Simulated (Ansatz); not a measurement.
**How many bands does the GW gap of BaTiO3 (R3m) need?**

Aim: see how the G0W0 gap of BaTiO3 (R3m) on r2SCAN moves with empty bands and screening cutoff, and what each rung costs.

Method: G0W0 on r2SCAN, plane waves, PAW, in Ansatz 0.2.0.

Most raw output is cut from this account.

### Step 1. The starting structure

The structure is trigonal, space group R3m (No. 160). The conventional cell has a = 5.655 Å, b = 5.655 Å, c = 6.955 Å, α = 90.00°, β = 90.00°, γ = 120.00°. Ba has 12 O at 2.79 to 2.89 Å nearest. Ti has 6 O at 1.87 to 2.14 Å nearest. Nearest to O lie 2 Ti at 1.87 to 2.14 Å and 4 Ba at 2.79 to 2.89 Å. Farther neighbours and most contacts between anions are not listed.

Structure file:

```cif
data_structure
_symmetry_space_group_name_H-M 'P 1'
_symmetry_Int_Tables_number 1
_cell_length_a 4.0042
_cell_length_b 4.0042
_cell_length_c 4.0042
_cell_angle_alpha 89.837
_cell_angle_beta 89.837
_cell_angle_gamma 89.837
_cell_volume 64.20
loop_
_atom_site_label
_atom_site_type_symbol
_atom_site_fract_x
_atom_site_fract_y
_atom_site_fract_z
_atom_site_occupancy
Ba1 Ba 0.00000 0.00000 0.00000 1
Ti2 Ti 0.48450 0.48450 0.48450 1
O3 O 0.50860 0.50860 0.01750 1
O4 O 0.01750 0.50860 0.50860 1
O5 O 0.50860 0.01750 0.50860 1
```

The cell and positions come from the Crystallography Open Database and are kept as given unless a step says otherwise. Spin-orbit coupling is left out unless a step names it. The default PAW set here is soft_2. Its files were made with PBE.

### Step 2. 83 empty bands, screening to 69 eV

G0W0 replaces the xc potential by the self-energy, built once from these orbitals. Only a window of levels is corrected, while the sums run over the empty bands that the input names.

Input file input.yaml:

```yaml
crystal:
  lattice:
    - [2.8273666084, 1.6323808724, 2.3183934932]
    - [-2.8273666084, 1.6323808724, 2.3183934932]
    - [0.0, -3.2647617449, 2.3183934932]
  atoms:
    - { symbol: Ba, position: [0.0, 0.0, 0.0] }
    - { symbol: Ti, position: [0.4845, 0.4845, 0.4845] }
    - { symbol: O, position: [0.5086, 0.5086, 0.0175] }
    - { symbol: O, position: [0.0175, 0.5086, 0.5086] }
    - { symbol: O, position: [0.5086, 0.0175, 0.5086] }
kpoints:
  mp_grid: { grid: [4, 4, 4] }
hamiltonian:
  xc: r2scan
scf:
  occupations: { method: fixed }
gw:
  n_empty_bands: 83
  ecut_chi: 69
  qp_bands: [v2, c2]
  qp_kpoints: band_edges
  screening: { model: contour_deformation }
```

Started as:

```console
> ansatz run input.yaml --threads 3 --pin off --max-ram 92160MiB --backend cuda --events-out ev --progress --plain --runs-dir out --devices 1 --max-vram 13GiB  # rebuilt from the run's record
```

The job ended after 14 s (1 × NVIDIA H100 80GB HBM3 (shared by 6 runs) with 3 threads of AMD EPYC 7R13 (Zen 3), shared host; peak memory 1.2 GiB).

This step gave:

* bands summed: 103
* RPA ε∞ on this mesh (eigenvalues): 4.794, 5.200, 5.200
* plane waves in the screening matrix: 81
* q-points in the mesh: 64
* G0W0 gap on the mesh: 4.112 eV
* k of the valence top: -0.5, -0.5, -0.5
* k of the conduction bottom: 0, 0, 0
* starting gap on the mesh: 2.797 eV
* Z at the valence top: 0.7436
* Z at the conduction bottom: 0.7545
* least direct G0W0 gap on the computed points: 4.455 eV

The gap on the mesh goes from 2.80 eV to 4.11 eV, a correction of +1.31 eV. Between the two edge states, bare exchange in place of the xc potential would open the gap by 11.91 eV, and correlation takes back 10.60 eV.

### Step 3. 236 empty bands, screening to 138 eV

Another rung: the empty bands reach about as high as the screening cutoff, so the two stay in balance.

input.yaml: that of step 2 with these lines changed.

```diff
@@ -18,4 +18,4 @@
 gw:
-  n_empty_bands: 83
-  ecut_chi: 69
+  n_empty_bands: 236
+  ecut_chi: 138
   qp_bands: [v2, c2]
```

It took 14 s on 1 × NVIDIA H100 80GB HBM3 (shared by 6 runs) with 3 threads; peak memory 1.4 GiB.

This step gave:

| Property | Result |
| --- | --- |
| bands summed | 256 |
| RPA ε∞ on this mesh (eigenvalues) | 4.740, 5.134, 5.134 |
| plane waves in the screening matrix | 251 |
| q-points in the mesh | 64 |
| G0W0 gap on the mesh | 4.031 eV |
| k of the valence top | -0.5, -0.5, -0.5 |
| k of the conduction bottom | 0, 0, 0 |
| starting gap on the mesh | 2.797 eV |
| Z at the valence top | 0.7365 |
| Z at the conduction bottom | 0.7497 |
| least direct G0W0 gap on the computed points | 4.405 eV |

Against the run with 4×4×4 mesh, 83 empty bands, screening to 69 eV, the gap moves by −0.08 eV.

### Step 4. 508 empty bands, screening to 230 eV

input.yaml: that of step 3 with these lines changed.

```diff
@@ -18,4 +18,4 @@
 gw:
-  n_empty_bands: 236
-  ecut_chi: 138
+  n_empty_bands: 508
+  ecut_chi: 230.0
   qp_bands: [v2, c2]
```

Run time: 45 s. Hardware: 1 × NVIDIA H100 80GB HBM3 (shared by 6 runs) with 3 threads; peak memory 1.9 GiB.

This step gave:

* bands summed: 528
* RPA ε∞ on this mesh (eigenvalues): 4.731, 5.123, 5.123
* plane waves in the screening matrix: 485
* G0W0 gap on the mesh: 4.087 eV
* k of the valence top: -0.5, -0.5, -0.5
* k of the conduction bottom: 0, 0, 0
* starting gap on the mesh: 2.797 eV
* least direct G0W0 gap on the computed points: 4.470 eV

Against the run with 4×4×4 mesh, 236 empty bands, screening to 138 eV, the gap moves by +0.06 eV.

### Step 5. Changing the frequency model: 4×4×4 mesh, 508 empty bands, screening to 230 eV, plasmon pole

A plasmon pole stands in for the full frequency dependence of the screening; this run shows what that costs in accuracy.

input.yaml: that of step 4 with these lines changed.

```diff
@@ -22,2 +22,2 @@
   qp_kpoints: band_edges
-  screening: { model: contour_deformation }
+  screening: { model: godby_needs }
```

Wall time 61 s (1 × NVIDIA H100 80GB HBM3 (shared by 6 runs) with 3 threads); peak memory 2.9 GiB.

Numbers from this step:

* bands summed: 528
* plasmon-pole fit frequency: 29.31 eV
* RPA ε∞ on this mesh (eigenvalues): 4.731, 5.123, 5.123
* plane waves in the screening matrix: 485
* G0W0 gap on the mesh: 4.030 eV
* k of the valence top: -0.5, -0.5, -0.5
* k of the conduction bottom: 0, 0, 0
* starting gap on the mesh: 2.797 eV
* least direct G0W0 gap on the computed points: 4.425 eV

Against the run with 4×4×4 mesh, 508 empty bands, screening to 230 eV, the gap moves by −0.06 eV.

### Step 6. Changing the files and raising the bands: 4×4×4 mesh, 753 empty bands, screening to 299 eV, hard PAW files

Other atomic data (hard PAW) test the pseudisation: the cutoff goes from 500 to 1050 eV, with the same valence electrons. Bands and screening cutoff change too, so the step is no clean test of the files.

input.yaml: that of step 5 with these lines changed.

```diff
@@ -15,2 +15,3 @@
   xc: r2scan
+  pseudopotentials: { kind: paw, source: ansatz }
 scf:
@@ -18,6 +19,6 @@
 gw:
-  n_empty_bands: 508
-  ecut_chi: 230.0
+  n_empty_bands: 753
+  ecut_chi: 299.0
   qp_bands: [v2, c2]
   qp_kpoints: band_edges
-  screening: { model: godby_needs }
+  screening: { model: contour_deformation }
```

Wall time 89 s (1 × NVIDIA H100 80GB HBM3 (shared by 6 runs) with 3 threads); peak memory 3.7 GiB.

Numbers from this step:

```yaml
bands_summed: 773
rpa_eps_infinity_on_this_mesh_eigenvalues: 4.729, 5.121, 5.121
plane_waves_in_the_screening_matrix: 739
g0w0_gap_on_the_mesh: 4.103 eV
k_of_the_valence_top: -0.5, -0.5, -0.5
k_of_the_conduction_bottom: 0, 0, 0
starting_gap_on_the_mesh: 2.792 eV
least_direct_g0w0_gap_on_the_computed_points: 4.490 eV
```

Against the run with 4×4×4 mesh, 508 empty bands, screening to 230 eV, the gap moves by +0.016 eV.

### Step 7. Side by side

Times are wall times on 1 × NVIDIA H100 80GB HBM3 (shared by 6 runs) with 3 threads of AMD EPYC 7R13 (Zen 3), shared host, good to a factor of about two.

| mesh | files | frequency | bands summed | cutoff (eV) | start (eV) | G0W0 (eV) | time | host memory (GiB) |
| --- | --- | --- | --- | --- | --- | --- | --- | --- |
| 4×4×4 | default PAW | contour deformation | 103 | 69 | 2.797 | 4.112 | 14 s | 1.2 |
| 4×4×4 | default PAW | contour deformation | 256 | 138 | 2.797 | 4.031 | 14 s | 1.4 |
| 4×4×4 | default PAW | contour deformation | 528 | 230 | 2.797 | 4.087 | 45 s | 1.9 |
| 4×4×4 | default PAW | plasmon pole | 528 | 230 | 2.797 | 4.030 | 61 s | 2.9 |
| 4×4×4 | hard PAW | contour deformation | 773 | 299 | 2.792 | 4.103 | 89 s | 3.7 |

How the two edges are built up, in eV (the quasiparticle level is the starting level plus Σx plus Σc less Vxc):

| run | edge | start | Σx | Σc | Vxc | Z | QP |
| --- | --- | --- | --- | --- | --- | --- | --- |
| 103 bands | valence top | 9.92 | -25.92 | 4.88 | -21.24 | 0.74 | 10.12 |
| 103 bands | conduction bottom | 12.71 | -12.93 | -5.71 | -20.16 | 0.75 | 14.23 |
| 256 bands | valence top | 9.92 | -25.92 | 4.55 | -21.24 | 0.74 | 9.79 |
| 256 bands | conduction bottom | 12.71 | -12.93 | -6.12 | -20.16 | 0.75 | 13.82 |
| 528 bands | valence top | 9.92 | -25.92 | 4.32 | -21.24 | 0.73 | 9.56 |
| 528 bands | conduction bottom | 12.71 | -12.93 | -6.30 | -20.16 | 0.75 | 13.65 |

### Step 8. Results

| Item | Value |
| --- | --- |
| 103 bands, 69 eV | 4.112 eV |
| 256 bands, 138 eV | 4.031 eV |
| 528 bands, 230 eV | 4.087 eV |
| mesh and start | 4×4×4, r2SCAN |

What this shows: From 103 to 528 bands the gap moves by −0.02 eV while the time grows 3.2-fold. Σc changes by −0.56 eV at the valence top and −0.59 eV at the conduction bottom, so the levels themselves move more than the gap between them. The gap turns back along the series, so no limit is drawn from it. The plasmon-pole model gives −0.06 eV against contour deformation, 4 % of the correction, and saved no time in this program. With hard PAW files and 773 bands the gap is 4.10 eV. The 4×4×4 mesh is coarse for this cell (its supercell is 16 Å along the shortest edge). The RPA ε∞ on it, from the r2SCAN start, is 4.73 and 5.12; such meshes misread the long-range screening, most where the gap is narrow. The many-body steps are scalar-relativistic: spin-orbit coupling is not in them.

[Paths, hosts, dates, memory and timing lines, banners, echoed tables and standing remarks are left out of the program output.]

[Logs are printed without paths, hosts, clocks, repeated set-up lines and the standing remarks that a program may print on its own settings, such as how far it seeks lower states.]

[Runs of the session that timed out or met a known fault of the program may be left out.]

[Cells called generated may have been cut or substituted from an entry of the Crystallography Open Database or the Materials Project.]

[Hosts, paths, dates, database ids (printed as entryN), source tags and the programs' standing remarks are cut or masked in the printed files.]
